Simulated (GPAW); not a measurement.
**A GW chain in GPAW: ZnBr2 (R-3m)**

Wanted: ground state, empty states, screening and self-energy for ZnBr2 (R-3m).

Main program and level: GPAW 26.7.0; LDA and many-body steps on it, plane waves.

Most raw output is cut from this account.

## 1. The structure

The structure is trigonal, space group R-3m (No. 166). Conventional cell: a = 3.809 Å, b = 3.809 Å, c = 22.056 Å, α = 90.00°, β = 90.00°, γ = 120.00°. Nearest to Zn lie 6 Br at 2.65 Å. Nearest to Br lie 3 Zn at 2.65 Å. Farther neighbours and most contacts between anions are not listed.

As a file:

```
Zn Br
1.0
     1.90429    1.09944    7.35205
    -1.90429    1.09944    7.35205
     0.00000   -2.19889    7.35205
Zn Br
1 2
Direct
  0.00000 0.00000 0.00000
  0.26632 0.26632 0.26632
  0.73368 0.73368 0.73368
```

The cell and positions are those that the Materials Project relaxed with its own functionals (PBE, PBE+U or r2SCAN), kept fixed.

## 2. Ground state

This step: GPAW 26.7.0; DFT, LDA, plane waves, PAW.

The ground-state density comes first.

run.py reads:

```python
import json
import numpy as np
from gpaw.mpi import world
from ase import Atoms
from gpaw import GPAW, PW, FermiDirac

atoms = Atoms(['Zn', 'Br', 'Br'],
    cell=[[1.9042942298, 1.0994447862, 7.3520477253],
      [-1.9042942298, 1.0994447862, 7.3520477253],
      [0.0000000000, -2.1988895724, 7.3520477253]],
    scaled_positions=[[0.0000000000, 0.0000000000, 0.0000000000],
      [0.2663220000, 0.2663220000, 0.2663220000],
      [0.7336780000, 0.7336780000, 0.7336780000]],
    pbc=(True, True, True))
calc = GPAW(mode=PW(600),
    xc='LDA',
    kpts={'size': (8, 8, 8), 'gamma': True},
    occupations=FermiDirac(0.001),
    nbands=-7,
    convergence={'density': 1e-6, 'bands': -3},
    maxiter=100,
    txt='gs.txt')
atoms.calc = calc
res = {'energy': atoms.get_potential_energy()}
kpts = calc.get_ibz_k_points()
res['kpts'] = kpts
res['eigenvalues'] = [calc.get_eigenvalues(kpt=k) for k in range(len(kpts))]
res['n_electrons'] = calc.get_number_of_electrons()
calc.write('gs.gpw')

if world.rank == 0:
    with open('result.json', 'w') as f:
        json.dump(res, f, default=lambda x: x.tolist())
```

On the command line:

```
mpirun -n 4 gpaw python run.py
```

It took 64 s on 4 MPI ranks of Arm Neoverse V1, shared host; peak memory 1.1 GiB; 4.3 min of CPU time.

Numbers from this step:

```
total energy               : -8.449 eV
gap                        : 2.980 eV
k of the valence top       : 0.375, 0.375, 0.25
k of the conduction bottom : 0, 0, 0
least direct gap           : 3.028 eV
```

The gap is indirect, with the least direct gap 0.05 eV higher.

## 3. Empty states on the mesh, 4×4×4 mesh, 84 bands

The sums over transitions need many empty states on a uniform mesh; this step solves for them.

run.py reads:

```python
import json
import numpy as np
from gpaw.mpi import world
from gpaw import GPAW

calc = GPAW('gs.gpw').fixed_density(kpts={'size': (4, 4, 4), 'gamma': True},
    nbands=98,
    convergence={'bands': 84},
    txt='nscf.txt')
calc.write('full.gpw', mode='all')
res = {}
kpts = calc.get_ibz_k_points()
res['kpts'] = kpts
res['eigenvalues'] = [calc.get_eigenvalues(kpt=k) for k in range(len(kpts))]
res['n_electrons'] = calc.get_number_of_electrons()

if world.rank == 0:
    with open('result.json', 'w') as f:
        json.dump(res, f, default=lambda x: x.tolist())
```

On the command line:

```
mpirun -n 4 gpaw python run.py
```

Run time: 86 s. Hardware: 4 MPI ranks; peak memory 1.2 GiB; 5.7 min of CPU time.

This step gave:

```yaml
gap: 3.020 eV
k_of_the_valence_top: 0.5, 0.5, 0.5
k_of_the_conduction_bottom: 0, 0, 0
least_direct_gap: 3.028 eV
k_points_computed: 13
lowest_point_of_the_top_converged_band_above_the_valence_top: 46.09 eV
```

On this mesh the gap is 3.020 eV. The earlier step found 2.980 eV, so this mesh misses an edge.

## 4. Screening and self-energy, 4×4×4 mesh, 74 bands, screening to 50 eV

G0W0 replaces the xc potential by the self-energy, built once from these orbitals. Only a window of levels is corrected, while the sums run over the empty bands that the input names.

This step: G0W0 on LDA, plane waves, PAW.

run.py reads:

```python
import json
import numpy as np
from gpaw.mpi import world
from gpaw.response.g0w0 import G0W0

gw = G0W0('full.gpw',
    filename='gw',
    kpts=[0, 12],
    bands=(11, 15),
    ecut=50,
    nbands=74,
    integrate_gamma='WS',
    ppa=True)
gw.calculate()
res = {mode: {k: v for k, v in r.items() if k != 'sigma_eskwn'}
       for mode, r in gw.all_results.items()}

if world.rank == 0:
    with open('result.json', 'w') as f:
        json.dump(res, f, default=lambda x: x.tolist())
```

On the command line:

```
mpirun -n 4 gpaw python run.py
```

The job ended after 3.7 min (4 MPI ranks; peak memory 2.6 GiB; 15 min of CPU time).

This step gave:

```yaml
g0w0_gap_on_the_points_computed: 5.074 eV
least_direct_g0w0_gap_on_the_computed_points: 5.085 eV
z_at_the_valence_top: 0.8041
z_at_the_conduction_bottom: 0.8353
starting_gap_on_the_mesh: 3.020 eV
k_of_the_valence_top: 0.5, 0.5, 0.5
k_of_the_conduction_bottom: 0, 0, 0
```

The gap on the mesh goes from 3.02 eV to 5.07 eV, a correction of +2.05 eV. The start differs from the 2.98 eV found before because the two sample other k points.

Limits: finite bands, cutoff and mesh; no spin-orbit coupling. v1 is the top filled band, c1 the lowest empty one. The levels before and after the correction (eV, zero at the valence-band top of each column):

```csv
,conduction bottom,valence top
Kohn-Sham,3.02,0.00
G0W0,5.07,0.00
```

```csv
,level,energy (eV)
Kohn-Sham,Γ v2-v1,-0.008
Kohn-Sham,Γ c1,3.020
Kohn-Sham,Γ c2,5.344
Kohn-Sham,(0.5 0.5 0.5) v2-v1,0.000
Kohn-Sham,(0.5 0.5 0.5) c1,3.618
Kohn-Sham,(0.5 0.5 0.5) c2,5.247
G0W0,Γ v2-v1,-0.011
G0W0,Γ c1,5.074
G0W0,Γ c2,7.309
G0W0,(0.5 0.5 0.5) v2-v1,0.000
G0W0,(0.5 0.5 0.5) c1,5.906
G0W0,(0.5 0.5 0.5) c2,7.172
```

## 5. Where the time went

Times are wall times on 4 MPI ranks of Arm Neoverse V1, shared host, good to a factor of about two.

```csv
step,time,share,memory (GiB)
ground state,64 s,17 %,1.1
empty states on the mesh,86 s,23 %,1.2
screening and self-energy,3.7 min,60 %,2.6
```

## 6. Outcome

| Quantity | Value |
| --- | --- |
| LDA gap | 2.98 eV, indirect (only 48 meV under the direct gap) |
| G0W0 gap on the mesh | 5.07 eV |
| G0W0 gap over the zone (rigid shift) | 5.03 eV |
| GW settings | 4×4×4 mesh, 74 bands, screening to 50 eV, Godby-Needs plasmon pole |
| known limits | not at the basis limit; no spin-orbit coupling |

**Reading.** G0W0 moves the gap on the mesh from 3.02 eV to 5.07 eV (+2.05 eV), with Z of 0.80 and 0.84 at the edges. The mesh misses the band edges by 0.04 eV in all; a rigid shift gives 5.03 eV for the zone. Only 2 of the mesh's irreducible points were corrected, so a valley elsewhere could overtake. The dearest step here is «screening and self-energy». Bands and cutoff are finite, so the gap is not at the basis limit. The miss can reach some tenths of an eV and take either sign; the mesh is an error of its own. These stock PAW sets were not made for GW; the filled d or f shell of Br lies in the frozen core, which bears on start and correction. In the G0W0 run levels were corrected at 2 k points alone, so a gap called «on the mesh» is the least over those, and an edge elsewhere would be missed. The many-body steps are scalar-relativistic: spin-orbit coupling is not in them.

[Paths, hosts, dates, memory and timing lines, banners, echoed tables and standing remarks are left out of the program output.]

[Logs are printed without paths, hosts, clocks, repeated set-up lines and the standing remarks that a program may print on its own settings, such as how far it seeks lower states.]

[Runs of the session that timed out or met a known fault of the program may be left out.]

[Hosts, paths, dates, database ids (printed as entryN), source tags and the programs' standing remarks are cut or masked in the printed files.]
